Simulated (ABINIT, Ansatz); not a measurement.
# SnH2 (P-3m1): zone-centre phonons

Aim: the zone-centre modes of SnH2 (P-3m1).

Program: ABINIT 10.8.3. Level of theory: DFT PBE, scalar-relativistic, plane waves, PseudoDojo norm-conserving pseudopotentials. Results are calculated unless marked as measured.

The structure was built from a prototype and need not be the compound's stable phase.

## (1) The starting structure

Symmetry: P-3m1, No. 164, trigonal system. Conventional cell: a = 3.645 Å, b = 3.645 Å, c = 3.219 Å, α = 90.00°, β = 90.00°, γ = 120.00°. Nearest to Sn lie 6 H at 2.22 Å. Nearest to H lie 3 Sn at 2.22 Å. Farther neighbours are not listed.

## (2) Relaxing the cell and atoms

The harmonic expansion needs vanishing forces, and a free crystal bears no stress, so cell and atoms are brought to rest. Stress is more sensitive to the basis than forces are: the last 3 Ha under the cutoff are smoothed with ecutsm, and the cutoff is raised above that of the later runs.

The starting cell comes from a relaxation made beforehand in Ansatz (PBE, PseudoDojo NC).

Input file relax.abi:

```
# relaxation
ionmov 2
optcell 2
dilatmx 1.08
ntime 40
tolmxf 1.0d-05
tolvrs 1.0d-14
prtwf 0
prtden 0
chksymtnons 0

# basis, mesh and filling
ecut 40.0
ecutsm 3.0
ngkpt 9 9 8
nshiftk 1
shiftk 0.0 0.0 0.0
istwfk *1
occopt 7
tsmear 0.01
nband 14
nstep 100
diemac 1000000.0
prtebands 0
prtgsr 0
useylm 1

# cell and atoms
acell 6.888728897 6.888728897 6.083537156
rprim 
    1.0 0.0 0.0
    -0.5 0.8660254038 0.0
    0.0 0.0 1.0
ntypat 2
znucl 50 1
natom 3
typat 1 2 2
xred 
    0.0 0.0 0.0
    1/3 2/3 0.2148281941
    2/3 1/3 0.7851718059
pp_dirpath "./pseudo"
pseudos "Sn.upf, H.upf"
```

Started as:

```sh
$ OMP_NUM_THREADS=1 mpirun -n 4 abinit relax.abi > relax.log
```

Numbers of over 12 decimals in the logs are rounded to 6 here.

relax.abo, the main output file:

```text
[banners, grids, parts of the stress and lines that vanish by symmetry left out]
- input  file    -> relax.abi
- output file    -> relax.abo
- root for input  files -> relaxi
[...]
Symmetries : space group P-3 m 1 (#164); Bravais hP (primitive hexag.)
[...]
mpw =        3835          nfft =       81000          nkpt =          81
[...]
== DATASET  1 ==================================================================
[...]
cutoff_energies: {ecut:  40.0, pawecutdg:  -1.0, }
[...]
ETOT  1  -79.856972150685    -7.986E+01 2.168E-01 9.468E+01
 ETOT  2  -79.920133697669    -6.316E-02 9.172E-03 2.264E+00
 ETOT  3  -79.920562305382    -4.286E-04 7.332E-04 1.388E-01
 ETOT  4  -79.920572566017    -1.026E-05 2.423E-04 2.121E-02
 ETOT  5  -79.920573528345    -9.623E-07 6.235E-05 5.128E-04
[...]
At SCF step   11       vres2   =  1.10E-15 < tolvrs=  1.00E-14 =>converged.
[...]
sigma(1 1)=  9.11208788E-06  sigma(3 2)=  0.00000000E+00
  sigma(2 2)=  9.11208757E-06  sigma(3 1)=  0.00000000E+00
  sigma(3 3)= -2.64207411E-05  sigma(2 1)=  0.00000000E+00
[...]
convergence: {deltae:  3.737E-12, res2:  1.100E-15, residm:  8.313E-06, diffor: null, }
etotal    :  -7.99205736E+01
[...]
ETOT  1  -79.920576768225    -7.992E+01 9.736E-04 3.621E-02
[...]
At SCF step   10       vres2   =  1.99E-16 < tolvrs=  1.00E-14 =>converged.
[...]
sigma(1 1)=  7.98480093E-06  sigma(3 2)=  0.00000000E+00
  sigma(2 2)=  7.98480062E-06  sigma(3 1)=  0.00000000E+00
  sigma(3 3)= -2.51441110E-05  sigma(2 1)=  0.00000000E+00
[...]
convergence: {deltae: -1.094E-12, res2:  1.988E-16, residm:  2.552E-04, diffor: null, }
etotal    :  -7.99205799E+01
[...]
ETOT  1  -79.919907199954    -7.992E+01 2.443E+01 8.509E+00
[...]
At SCF step   11       vres2   =  5.86E-16 < tolvrs=  1.00E-14 =>converged.
[...]
sigma(1 1)= -7.06898108E-06  sigma(3 2)=  0.00000000E+00
  sigma(2 2)= -7.06898138E-06  sigma(3 1)=  0.00000000E+00
  sigma(3 3)= -7.18340722E-06  sigma(2 1)=  0.00000000E+00
[...]
convergence: {deltae:  1.137E-12, res2:  5.855E-16, residm:  9.155E-06, diffor: null, }
etotal    :  -7.99206286E+01
[...]
ETOT  1  -79.920612651337    -7.992E+01 1.172E-05 2.267E-01
[...]
At SCF step   10       vres2   =  4.41E-16 < tolvrs=  1.00E-14 =>converged.
[...]
sigma(1 1)= -6.95377754E-06  sigma(3 2)=  0.00000000E+00
  sigma(2 2)= -6.95377784E-06  sigma(3 1)=  0.00000000E+00
  sigma(3 3)= -4.81434650E-06  sigma(2 1)=  0.00000000E+00
[...]
convergence: {deltae:  1.194E-12, res2:  4.410E-16, residm:  3.008E-06, diffor: null, }
etotal    :  -7.99206302E+01
[...]
ETOT  1  -79.920566465177    -7.992E+01 2.803E-06 8.895E-01
[...]
sigma(1 1)= -4.11635796E-06  sigma(3 2)=  0.00000000E+00
  sigma(2 2)= -4.11635826E-06  sigma(3 1)=  0.00000000E+00
[...]
convergence: {deltae:  6.395E-13, res2:  2.856E-15, residm:  1.094E-06, diffor: null, }
etotal    :  -7.99206325E+01
[...]
ETOT  1  -79.920617448634    -7.992E+01 1.035E-06 2.201E-01
[...]
convergence: {deltae: -1.634E-12, res2:  4.585E-16, residm:  8.521E-07, diffor: null, }
etotal    :  -7.99206333E+01
[...]
ETOT  1  -79.920631920800    -7.992E+01 3.614E-07 2.097E-02
[...]
convergence: {deltae: -4.832E-13, res2:  8.498E-15, residm:  9.545E-08, diffor: null, }
etotal    :  -7.99206335E+01
[...]
ETOT  1  -79.920633340311    -7.992E+01 9.688E-04 2.987E-03
[...]
convergence: {deltae: -1.251E-12, res2:  2.558E-15, residm:  1.810E-07, diffor: null, }
etotal    :  -7.99206336E+01
[...]
ETOT  1  -79.920633113781    -7.992E+01 5.767E-06 8.398E-03
[...]
convergence: {deltae:  7.390E-13, res2:  6.405E-15, residm:  4.007E-09, diffor: null, }
etotal    :  -7.99206337E+01
[...]
ETOT  1  -79.920633057429    -7.992E+01 2.088E-02 1.640E-02
[...]
convergence: {deltae:  2.416E-12, res2:  9.388E-15, residm:  2.629E-08, diffor: null, }
etotal    :  -7.99206339E+01
[...]
ETOT  1  -79.920633661042    -7.992E+01 8.750E-05 2.028E-02
[...]
convergence: {deltae: -9.379E-13, res2:  4.303E-15, residm:  2.859E-09, diffor: null, }
etotal    :  -7.99206342E+01
[...]
ETOT  1  -79.920633942963    -7.992E+01 1.205E-04 1.184E-02
[...]
convergence: {deltae:  1.037E-12, res2:  3.888E-15, residm:  1.457E-11, diffor: null, }
etotal    :  -7.99206344E+01
[...]
ETOT  1  -79.920634013162    -7.992E+01 4.453E-02 5.363E-03
[...]
At SCF step    9       vres2   =  3.32E-15 < tolvrs=  1.00E-14 =>converged.
[...]
sigma(2 2)=  8.73724109E-08  sigma(3 1)=  0.00000000E+00
  sigma(3 3)= -1.33097049E-07  sigma(2 1)=  0.00000000E+00
[...]
convergence: {deltae: -2.359E-12, res2:  3.319E-15, residm:  3.402E-12, diffor: null, }
etotal    :  -7.99206345E+01
[...]
ETOT  1  -79.920634428122    -7.992E+01 2.505E-09 6.744E-04
[...]
ETOT  8  -79.920634479163    -6.821E-13 1.236E-12 2.245E-14
 ETOT  9  -79.920634479165    -2.316E-12 3.764E-13 4.446E-16
 At SCF step    9       vres2   =  4.45E-16 < tolvrs=  1.00E-14 =>converged.
[...]
sigma(1 1)= -2.25634519E-09  sigma(3 2)=  0.00000000E+00
  sigma(2 2)= -2.25664671E-09  sigma(3 1)=  0.00000000E+00
  sigma(3 3)= -9.33781406E-09  sigma(2 1)=  0.00000000E+00
[...]
convergence: {deltae: -2.316E-12, res2:  4.446E-16, residm:  3.764E-13, diffor: null, }
etotal    :  -7.99206345E+01
[...]
At Broyd/MD step  14, gradients are converged :
[...]
sigma(1 1)= -2.25634519E-09  sigma(3 2)=  0.00000000E+00
  sigma(2 2)= -2.25664671E-09  sigma(3 1)=  0.00000000E+00
  sigma(3 3)= -9.33781406E-09  sigma(2 1)=  0.00000000E+00
[...]
- sigma(1 1)= -6.63839675E-05  sigma(3 2)=  0.00000000E+00
- sigma(2 2)= -6.63928383E-05  sigma(3 1)=  0.00000000E+00
- sigma(3 3)= -2.74727975E-04  sigma(2 1)=  0.00000000E+00
[...]
fcart     -0.0000000000E+00 -1.2081735765E-28 -0.0000000000E+00
           strten     -2.2563451940E-09 -2.2566467063E-09 -9.3378140619E-09
================================================================================

[key lines of the parts left out:]
pressure_GPa:   1.3583E-04
Total energy (etotal) [Ha]= -7.99206344791649E+01
```

It took 7.2 min on 4 MPI ranks of Arm Neoverse V2, shared host.

Relaxation path:

| step | energy less that of the first step (eV) | largest force (eV/Å) | volume (Å³) |
| --- | --- | --- | --- |
| 1 | 0.0000 | 0.0042 | 37.05 |
| 2 | -0.0002 | 0.0031 | 37.06 |
| 3 | -0.0015 | 0.0114 | 37.22 |
| 4 | -0.0015 | 0.0119 | 37.26 |
| 5 | -0.0016 | 0.0105 | 37.35 |
| 6 | -0.0016 | 0.0084 | 37.40 |
| 7 | -0.0016 | 0.0070 | 37.41 |
| 8 | -0.0016 | 0.0064 | 37.41 |
| 9 | -0.0016 | 0.0053 | 37.40 |
| 10 | -0.0016 | 0.0035 | 37.39 |
| 11 | -0.0017 | 0.0010 | 37.38 |
| 12 | -0.0017 | 0.0004 | 37.38 |
| 13 | -0.0017 | 0.0003 | 37.38 |
| 14 | -0.0017 | 0.0001 | 37.38 |

| conventional cell, symmetrised | before | after | change |
| --- | --- | --- | --- |
| a (Å) | 3.645 | 3.632 | -0.4 % |
| b (Å) | 3.645 | 3.632 | -0.4 % |
| c (Å) | 3.219 | 3.273 | +1.7 % |
| volume (Å³/atom) | 12.35 | 12.46 | +0.9 % |

The relaxed structure:

```xyz
3
Lattice="3.6315 0.0000 0.0000 -1.8158 3.1450 0.0000 0.0000 0.0000 3.2733" Properties=species:S:1:pos:R:3 pbc="T T T"
Sn    0.0000    0.0000    0.0000
H     0.0000    2.0967    0.7072
H     1.8158    1.0483    2.5661
```

Read from the output:

| Item | Value |
| --- | --- |
| volume per atom | 12.46 Å³ |
| pressure | 1.36e-4 GPa |
| gap on the k-mesh | 0 eV |

The volume changes by +0.9 % from the cell with which this run began.

## (3) Ground state

The response is built on these wavefunctions, so the potential is converged far more tightly than an energy would need. Occupations are smeared.

Input file gs.abi:

```
# ground state
tolvrs 1.0d-16
prtden 1
prtwf 1

# basis, mesh and filling
ecut 32.0
ngkpt 9 9 8
nshiftk 1
shiftk 0.0 0.0 0.0
istwfk *1
occopt 7
tsmear 0.01
nband 14
nstep 100
diemac 1000000.0
prtebands 0
prtgsr 0
useylm 1

# cell and atoms
acell 6.862587627 6.862587627 6.185645478
rprim 
    1.0 0.0 0.0
    -0.5 0.8660254038 0.0
    0.0 0.0 1.0
ntypat 2
znucl 50 1
natom 3
typat 1 2 2
xred 
    0.0 0.0 0.0
    1/3 2/3 0.2160475876
    2/3 1/3 0.7839524124
pp_dirpath "./pseudo"
pseudos "Sn.upf, H.upf"
```

Started as:

```sh
$ OMP_NUM_THREADS=1 mpirun -n 4 abinit gs.abi > gs.log
```

gs.abo, the main output file:

```text
[banners, grids, parts of the stress and lines that vanish by symmetry left out]
- input  file    -> gs.abi
- output file    -> gs.abo
- root for input  files -> gsi
[...]
Symmetries : space group P-3 m 1 (#164); Bravais hP (primitive hexag.)
[...]
mpw =        2206          nfft =       41472          nkpt =          81
[...]
== DATASET  1 ==================================================================
[...]
cutoff_energies: {ecut:  32.0, pawecutdg:  -1.0, }
[...]
ETOT  1  -79.868982264127    -7.987E+01 2.637E-01 4.754E+01
 ETOT  2  -79.919771217277    -5.079E-02 1.142E-02 8.781E-01
 ETOT  3  -79.920092735008    -3.215E-04 2.644E-03 6.517E-02
 ETOT  4  -79.920100727708    -7.993E-06 8.782E-04 8.200E-03
 ETOT  5  -79.920101490804    -7.631E-07 1.765E-04 1.818E-04
[...]
ETOT 11  -79.920101533513    -1.208E-12 7.086E-05 6.481E-16
 ETOT 12  -79.920101533512     9.948E-13 8.398E-05 9.565E-18
 At SCF step   12       vres2   =  9.57E-18 < tolvrs=  1.00E-16 =>converged.
[...]
sigma(1 1)=  3.59283229E-05  sigma(3 2)=  0.00000000E+00
  sigma(2 2)=  3.59283226E-05  sigma(3 1)=  0.00000000E+00
  sigma(3 3)=  3.59910826E-05  sigma(2 1)=  0.00000000E+00
[...]
convergence: {deltae:  9.948E-13, res2:  9.565E-18, residm:  8.398E-05, diffor: null, }
etotal    :  -7.99201015E+01
[...]
sigma(1 1)=  3.59283229E-05  sigma(3 2)=  0.00000000E+00
  sigma(2 2)=  3.59283226E-05  sigma(3 1)=  0.00000000E+00
  sigma(3 3)=  3.59910826E-05  sigma(2 1)=  0.00000000E+00
[...]
- sigma(1 1)=  1.05704776E+00  sigma(3 2)=  0.00000000E+00
- sigma(2 2)=  1.05704775E+00  sigma(3 1)=  0.00000000E+00
- sigma(3 3)=  1.05889421E+00  sigma(2 1)=  0.00000000E+00
[...]
fcart      5.2315450469E-29  9.0613018231E-29 -0.0000000000E+00
           strten      3.5928322930E-05  3.5928322627E-05  3.5991082585E-05
================================================================================

[key lines of the parts left out:]
pressure_GPa:  -1.0577E+00
```

Wall time 18 s (4 MPI ranks); 70 s of CPU time.

Read from the output:

```yaml
pressure: -1.058 GPa
```

The cell stands at -1.1 GPa: the relaxation ran with a smoothed and higher cutoff, and the difference is a stress of the finite basis.

(Part 1 of 4 ends here.)

[Host names and launcher messages were left out of these logs when they were recorded.]

[Logs are printed without paths, hosts, clocks, repeated set-up lines and the standing remarks that a program may print on its own settings, such as how far it seeks lower states.]

[Hosts, paths, dates, database ids (printed as entryN), source tags and the programs' standing remarks are cut or masked in the printed files.]
